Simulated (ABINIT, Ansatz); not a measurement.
# Cs2NaAlH6 (Fm-3m): changed settings of a GW run in ABINIT

Aim: change inputs of a GW run on Cs2NaAlH6 (Fm-3m) and see what moves.

Main program and level: ABINIT 10.8.3; LDA and many-body steps on it, plane waves.

## (1) The starting structure

It takes space group Fm-3m (No. 225, cubic). Conventional cell: a = 8.626 Å, b = 8.626 Å, c = 8.626 Å, α = 90.00°, β = 90.00°, γ = 90.00°. Cs has 12 H at 3.07 Å nearest. Nearest to Na lie 6 H at 2.51 Å. Nearest to Al lie 6 H at 1.80 Å. H has 1 Al at 1.80 Å and 1 Na at 2.51 Å and 4 H at 2.55 Å and 4 Cs at 3.07 Å nearest. Farther neighbours are not listed.

The cell and positions are those that the Materials Project relaxed with its own functionals (PBE, PBE+U or r2SCAN), kept fixed. Spin-orbit coupling is left out unless a step names it.

## (2) Screening, 2×2×2 mesh, 124 bands, screening to 114.3 eV

This step: ABINIT 10.8.3; RPA screening on LDA, plane waves, norm-conserving pseudopotentials.

The RPA dielectric matrix is built and inverted for each q.

File run.abi:

```
acell 3*1.0 Angstrom
rprim 
  -0.000000000000 4.312959000000 4.312959000000
  4.312959000000 -0.000000000000 4.312959000000
  4.312959000000 4.312959000000 -0.000000000000
ntypat 4
znucl 55 11 13 1
natom 10
typat 1 1 2 3 4 4 4 4 4 4
xred 
  0.250000000000 0.250000000000 0.250000000000
  0.750000000000 0.750000000000 0.750000000000
  0.500000000000 0.500000000000 0.500000000000
  -0.000000000000 -0.000000000000 0.000000000000
  0.208755000000 0.791245000000 0.791245000000
  0.208755000000 0.791245000000 0.208755000000
  0.791245000000 0.208755000000 0.791245000000
  0.791245000000 0.791245000000 0.208755000000
  0.208755000000 0.208755000000 0.791245000000
  0.791245000000 0.208755000000 0.208755000000
pp_dirpath "pseudos"
pseudos "Cs.upf, Na.upf, Al.upf, H.upf"
ecut 38
ngkpt 2 2 2
nshiftk 1
shiftk 0 0 0
kptopt 1
chksymbreak 0
istwfk *1
occopt 1
irdwfk 1
optdriver 3
nband 124
ecuteps 4.2
inclvkb 2
awtr 1
symchi 1
indata_prefix "in"
outdata_prefix "out"
tmpdata_prefix "tmp"
```

Run with:

```bash
> OMP_NUM_THREADS=1 mpirun -n 4 abinit run.abi > log
```

The log of the run:

```text
.Version 10.8.3 of ABINIT. v10.8.2 released Aug 2026.

 Symmetries : space group Fm -3 m (#225); Bravais cF (face-center cubic)
[... echo of the input left out ...]
== DATASET  1 ==================================================================
-   mpi_nproc: 4, omp_nthreads: 1 (-1 if OMP is not activated)

--- !DatasetInfo
iteration_state: {dtset: 1, }
dimensions: {natom: 10, nkpt: 3, mband: 124, nsppol: 1, nspinor: 1, nspden: 1, mpw: 12150, }
cutoff_energies: {ecut:  38.0, pawecutdg:  -1.0, }
electrons: {nelect:   3.60000000E+01, charge:   0.00000000E+00, occopt:   1.00000000E+00, tsmear:   1.00000000E-02, }

 SCREENING: Calculation of the susceptibility and dielectric matrices

 Based on a program developped by R.W. Godby, V. Olevano, G. Onida, and L. Reining.
 Incorporated in ABINIT by V. Olevano, G.-M. Rignanese, and M. Torrent.
.Using double precision arithmetic ; gwpc =  8

[... cell and pseudopotentials left out ...]
--------------------------------------------------------------------------------

 ==== K-mesh for the wavefunctions ====
 Number of points in the irreducible wedge :     3
[... list of points left out ...]
 Together with 48 symmetry operations and time-reversal symmetry
 yields     8 points in the full Brillouin Zone.

 ==== Q-mesh for the screening function ====
 Number of points in the irreducible wedge :     3
[... list of points left out ...]
 Together with 48 symmetry operations and time-reversal symmetry
 yields     8 points in the full Brillouin Zone.

 setmesh: FFT mesh size selected  =    45x   45x   45
          total number of points  =        91125

 vcoul_init : cutoff-mode = AUXILIARY_FUNCTION
 q-points for optical limit:   1
     1)      0.000010    0.000020    0.000030

- screening: taking advantage of time-reversal symmetry
- Maximum band index for partially occupied states nbvw = 18
- Remaining bands to be divided among processors   nbcw = 106
- Number of bands treated by each node ~26

 Number of electrons calculated from density =   36.0000; Expected =   36.0000
 average of density, n =  0.033247
 r_s =    1.9292
 omega_plasma =   17.5886 [eV]

 calculating chi0 at frequencies [eV] :
  1    0.000000E+00    0.000000E+00
  2    0.000000E+00    1.758857E+01

--------------------------------------------------------------------------------
  q-point number  1        q = ( 0.000000, 0.000000, 0.000000) [r.l.u.]
--------------------------------------------------------------------------------
[... chi0 elements left out ...]
 For q-point:  0.000010 0.000020 0.000030
  dielectric constant =   4.3816
  dielectric constant without local fields =   5.0376

  Average fulfillment of the sum rule on Im[epsilon] for q-point    1 :     62.97  [%]
[... wings left out ...]
  q-point number  2        q = ( 0.500000, 0.000000, 0.000000) [r.l.u.]
--------------------------------------------------------------------------------
[... chi0 elements left out ...]
  Average fulfillment of the sum rule on Im[epsilon] for q-point    2 :     69.67  [%]

 [... 1 further q-points ...]
```

Elapsed: 57 s, on 4 MPI ranks of Arm Neoverse N1, shared host; peak memory 2.2 GiB.

This step gave:

- ε∞ with local fields, on this mesh, along the program's q direction: 4.382
- the same without local fields: 5.038
- plasma frequency: 17.59 eV
- plane waves in the screening matrix: 459

Local fields lower ε∞ by 13 %. On a Γ-centred mesh this coarse the value itself is usually too large, while a short band sum pulls it down.

## (3) Base

The self-energy is evaluated for the states that the input lists, and the levels follow from it, in one-shot runs by the linearised quasiparticle equation.

This step: G0W0 on LDA, plane waves, norm-conserving pseudopotentials.

run.abi, as its differences from that of step 2:

```diff
@@ -31,8 +31,17 @@
 irdwfk 1
-optdriver 3
+optdriver 4
 nband 124
+gwcalctyp 0
+ecutsigx 38
+symsigma 1
+nkptgw 2
+kptgw 
+  0.5000000000 0.5000000000 0.0000000000
+  0.0000000000 0.0000000000 0.0000000000
+bdgw 
+  17 20
+  17 22
 ecuteps 4.2
-inclvkb 2
-awtr 1
-symchi 1
+irdscr 1
+ppmodel 1
 indata_prefix "in"
```

The log of the run:

```text
.Version 10.8.3 of ABINIT. v10.8.2 released Aug 2026.

 Symmetries : space group Fm -3 m (#225); Bravais cF (face-center cubic)
[... echo of the input left out ...]
== DATASET  1 ==================================================================
-   mpi_nproc: 4, omp_nthreads: 1 (-1 if OMP is not activated)

--- !DatasetInfo
iteration_state: {dtset: 1, }
dimensions: {natom: 10, nkpt: 3, mband: 124, nsppol: 1, nspinor: 1, nspden: 1, mpw: 12150, }
cutoff_energies: {ecut:  38.0, pawecutdg:  -1.0, }
electrons: {nelect:   3.60000000E+01, charge:   0.00000000E+00, occopt:   1.00000000E+00, tsmear:   1.00000000E-02, }

 SIGMA: Calculation of the GW corrections

 Based on a program developped by R.W. Godby, V. Olevano, G. Onida, and L. Reining.
 Incorporated in ABINIT by V. Olevano, G.-M. Rignanese, and M. Torrent.
.Using double precision arithmetic ; gwpc =  8

[... cell and pseudopotentials left out ...]
--------------------------------------------------------------------------------

 ==== K-mesh for the wavefunctions ====
 Number of points in the irreducible wedge :     3
[... list of points left out ...]
 Together with 48 symmetry operations and time-reversal symmetry
 yields     8 points in the full Brillouin Zone.

 ==== Q-mesh for screening function ====
 Number of points in the irreducible wedge :     3
[... list of points left out ...]
 Together with 48 symmetry operations and time-reversal symmetry
 yields     8 points in the full Brillouin Zone.

 vcoul_init : cutoff-mode = AUXILIARY_FUNCTION
 q-points for optical limit:   1
     1)      0.000010    0.000020    0.000030
 setmesh: FFT mesh size selected  =    64x   64x   64
          total number of points  =       262144

 Number of electrons calculated from density =   36.0000; Expected =   36.0000
 average of density, n =  0.033247
 r_s =    1.9292
 omega_plasma =   17.5886 [eV]

 === KS Band Gaps ===
  >>>> For spin  1
   Minimum direct gap =   2.2207 [eV], located at k-point      :   0.0000  0.0000  0.0000
   Fundamental gap    =   1.7564 [eV], Top of valence bands at :   0.5000  0.5000  0.0000
                                       Bottom of conduction at :   0.0000  0.0000  0.0000
 SIGMA fundamental parameters:
 PLASMON POLE MODEL  1
 number of plane-waves for SigmaX                12039
 number of plane-waves for SigmaC and W            459
 number of plane-waves for wavefunctions         12039
 number of bands                                   124
 number of independent spin polarizations            1
 number of spinorial components                      1
 number of k-points in IBZ                           3
 number of q-points in IBZ                           3
 number of symmetry operations                      48
 number of k-points in BZ                            8
 number of q-points in BZ                            8
 number of frequencies for dSigma/dE                 9
 frequency step for dSigma/dE [eV]                0.25
 number of omega for Sigma on real axis              0
 max omega for Sigma on real axis  [eV]           0.00
 zcut for avoiding poles [eV]                     0.10

 EPSILON^-1 parameters (SCR file):
 dimension of the eps^-1 matrix on file            459
 dimension of the eps^-1 matrix used               459
 number of plane-waves for wavefunctions         12039
 number of bands                                   124
 number of q-points in IBZ                           3
 number of frequencies                               2
 number of real frequencies                          1
 number of imag frequencies                          1

 matrix elements of self-energy operator (all in [eV])

 Perturbative Calculation

--- !SelfEnergy_ee
iteration_state: {dtset: 1, }
kpoint     : [   0.500,    0.500,    0.000, ]
spin       : 1
KS_gap     :    3.447
QP_gap     :    5.327
Delta_QP_KS:    1.880
data: !SigmaeeData |
     Band     E0 <VxcDFT>   SigX SigC(E0)      Z dSigC/dE  Sig(E)    E-E0       E
       17   0.877 -10.223 -12.979   1.886   0.792  -0.263 -10.912  -0.689   0.188
       18   1.987 -10.799 -13.728   2.013   0.788  -0.269 -11.522  -0.722   1.265
       19   5.434  -7.988  -3.458  -3.140   0.833  -0.200  -6.830   1.158   6.592
       20   6.366  -8.237  -3.582  -3.202   0.830  -0.205  -7.031   1.206   7.572

--- !SelfEnergy_ee
iteration_state: {dtset: 1, }
kpoint     : [   0.000,    0.000,    0.000, ]
spin       : 1
KS_gap     :    2.221
QP_gap     :    3.979
Delta_QP_KS:    1.758
data: !SigmaeeData |
     Band     E0 <VxcDFT>   SigX SigC(E0)      Z dSigC/dE  Sig(E)    E-E0       E
       17   1.523 -10.340 -13.117   1.913   0.790  -0.265 -11.023  -0.683   0.840
       18   1.523 -10.340 -13.117   1.913   0.790  -0.265 -11.023  -0.683   0.840
       19   3.744  -8.104  -3.888  -2.920   0.830  -0.205  -7.029   1.075   4.819
       20   7.544  -8.602  -3.839  -3.306   0.821  -0.218  -7.406   1.196   8.740
       21   7.544  -8.602  -3.839  -3.306   0.821  -0.218  -7.406   1.196   8.740
       22   7.544  -8.602  -3.839  -3.306   0.821  -0.218  -7.406   1.196   8.740

== END DATASET(S) ==============================================================
================================================================================

 -outvars: echo values of variables after computation  --------
           etotal      0.0000000000E+00
            nband         124
             nkpt           3
          spgroup         225
 [... the other variables as echoed above ...]

 Calculation completed.
```

Elapsed: 28 s, on 4 MPI ranks; peak memory 1.5 GiB; 1.9 min of CPU time.

This step gave:

```
G0W0 gap on the points computed              : 3.554 eV
starting gap on the mesh                     : 1.756 eV
k of the valence top                         : 0.5, 0.5, 0
k of the conduction bottom                   : 0, 0, 0
Z at the valence top                         : 0.788
Z at the conduction bottom                   : 0.83
least direct G0W0 gap on the computed points : 3.979 eV
```

The gap on the mesh goes from 1.76 eV to 3.55 eV, a correction of +1.80 eV.

## (4) Smaller part of the screening matrix

run.abi, as its differences from that of step 3:

```diff
@@ -43,3 +43,3 @@
   17 22
-ecuteps 4.2
+ecuteps 1.1
 irdscr 1
```

The log of the run:

```text
.Version 10.8.3 of ABINIT. v10.8.2 released Aug 2026.

 Symmetries : space group Fm -3 m (#225); Bravais cF (face-center cubic)
[... echo of the input left out ...]
== DATASET  1 ==================================================================
-   mpi_nproc: 4, omp_nthreads: 1 (-1 if OMP is not activated)

--- !DatasetInfo
iteration_state: {dtset: 1, }
dimensions: {natom: 10, nkpt: 3, mband: 124, nsppol: 1, nspinor: 1, nspden: 1, mpw: 12150, }
cutoff_energies: {ecut:  38.0, pawecutdg:  -1.0, }
electrons: {nelect:   3.60000000E+01, charge:   0.00000000E+00, occopt:   1.00000000E+00, tsmear:   1.00000000E-02, }

 SIGMA: Calculation of the GW corrections

 Based on a program developped by R.W. Godby, V. Olevano, G. Onida, and L. Reining.
 Incorporated in ABINIT by V. Olevano, G.-M. Rignanese, and M. Torrent.
.Using double precision arithmetic ; gwpc =  8

[... cell and pseudopotentials left out ...]
--------------------------------------------------------------------------------

 ==== K-mesh for the wavefunctions ====
 Number of points in the irreducible wedge :     3
[... list of points left out ...]
 Together with 48 symmetry operations and time-reversal symmetry
 yields     8 points in the full Brillouin Zone.

 ==== Q-mesh for screening function ====
 Number of points in the irreducible wedge :     3
[... list of points left out ...]
 Together with 48 symmetry operations and time-reversal symmetry
 yields     8 points in the full Brillouin Zone.

 vcoul_init : cutoff-mode = AUXILIARY_FUNCTION
 q-points for optical limit:   1
     1)      0.000010    0.000020    0.000030
 setmesh: FFT mesh size selected  =    64x   64x   64
          total number of points  =       262144

 Number of electrons calculated from density =   36.0000; Expected =   36.0000
[...]
number of omega for Sigma on real axis              0
 max omega for Sigma on real axis  [eV]           0.00
 zcut for avoiding poles [eV]                     0.10

 EPSILON^-1 parameters (SCR file):
 dimension of the eps^-1 matrix on file            459
 dimension of the eps^-1 matrix used                59
 number of plane-waves for wavefunctions         12039
 number of bands                                   124
 number of q-points in IBZ                           3
 number of frequencies                               2
 number of real frequencies                          1
 number of imag frequencies                          1

 matrix elements of self-energy operator (all in [eV])

 Perturbative Calculation

--- !SelfEnergy_ee
iteration_state: {dtset: 1, }
kpoint     : [   0.500,    0.500,    0.000, ]
spin       : 1
KS_gap     :    3.447
QP_gap     :    5.224
Delta_QP_KS:    1.777
data: !SigmaeeData |
     Band     E0 <VxcDFT>   SigX SigC(E0)      Z dSigC/dE  Sig(E)    E-E0       E
       17   0.877 -10.223 -12.979   1.920   0.812  -0.231 -10.902  -0.680   0.198
       18   1.987 -10.799 -13.728   2.082   0.814  -0.228 -11.489  -0.690   1.297
       19   5.434  -7.988  -3.458  -3.226   0.834  -0.199  -6.901   1.087   6.521
[...]
--- !SelfEnergy_ee
iteration_state: {dtset: 1, }
kpoint     : [   0.000,    0.000,    0.000, ]
spin       : 1
KS_gap     :    2.221
QP_gap     :    3.930
Delta_QP_KS:    1.709
data: !SigmaeeData |
     Band     E0 <VxcDFT>   SigX SigC(E0)      Z dSigC/dE  Sig(E)    E-E0       E
[...]
21   7.544  -8.602  -3.839  -3.331   0.824  -0.214  -7.422   1.180   8.724
       22   7.544  -8.602  -3.839  -3.331   0.824  -0.214  -7.422   1.180   8.724

== END DATASET(S) ==============================================================
================================================================================

 -outvars: echo values of variables after computation  --------
           etotal      0.0000000000E+00
            nband         124
             nkpt           3
          spgroup         225
 [... the other variables as echoed above ...]

 Calculation completed.
```

Run time: 9.9 s. Hardware: 4 MPI ranks; peak memory 1.1 GiB; 39 s of CPU time.

Numbers from this step:

* G0W0 gap on the points computed: 3.483 eV
* starting gap on the mesh: 1.756 eV
* k of the valence top: 0.5, 0.5, 0
* k of the conduction bottom: 0, 0, 0
* Z at the valence top: 0.814
* Z at the conduction bottom: 0.831
* least direct G0W0 gap on the computed points: 3.93 eV

## (5) The runs together

Times are wall times on 4 MPI ranks of Arm Neoverse N1, shared host, good to a factor of about two. A run's time includes the screening step that it read.

```csv
run,mesh,bands,screening cutoff (eV),DFT gap (eV),gap on the mesh (eV),direct (eV),ε∞ used,time
base,2×2×2,124,114.3,1.756,3.554,3.979,4.38,85 s
smaller part of the screening matrix,2×2×2,124,29.9,1.756,3.483,3.930,4.38,67 s
```

## (6) What came out

| Property | Result |
| --- | --- |
| base | 3.554 eV |
| smaller part of the screening matrix | 3.483 eV |
| known limits | not at the basis limit; no spin-orbit coupling; coarse k mesh |

**Reading.** Smaller part of the screening matrix: −0.071 eV against base (keys changed: ecuteps). Bands and cutoff are finite, so the gap is not at the basis limit. The miss can reach some tenths of an eV and take either sign; the mesh is an error of its own. In the G0W0 runs levels were corrected at 2 k points alone, so a gap called «on the mesh» is the least over those, and an edge elsewhere would be missed. The 2×2×2 mesh is coarse for this cell, which bears on the long-range parts of exchange and screening. The many-body steps are scalar-relativistic: spin-orbit coupling is not in them.

[Paths, hosts, dates, memory and timing lines, banners, echoed tables and standing remarks are left out of the program output.]

[Logs are printed without paths, hosts, clocks, repeated set-up lines and the standing remarks that a program may print on its own settings, such as how far it seeks lower states.]

[Runs of the session that timed out or met a known fault of the program may be left out.]

[Hosts, paths, dates, database ids (printed as entryN), source tags and the programs' standing remarks are cut or masked in the printed files.]

[G0W0 gaps are taken among the corrected bands and points alone; a level outside them can change the order at an edge.]

[Where Ansatz stands beside ABINIT at settings called matched, ABINIT's density can come from a denser mesh and the files from another edition; pairs whose starting gaps differed by over 0.03 eV were left out, so agreement reads better than it is.]
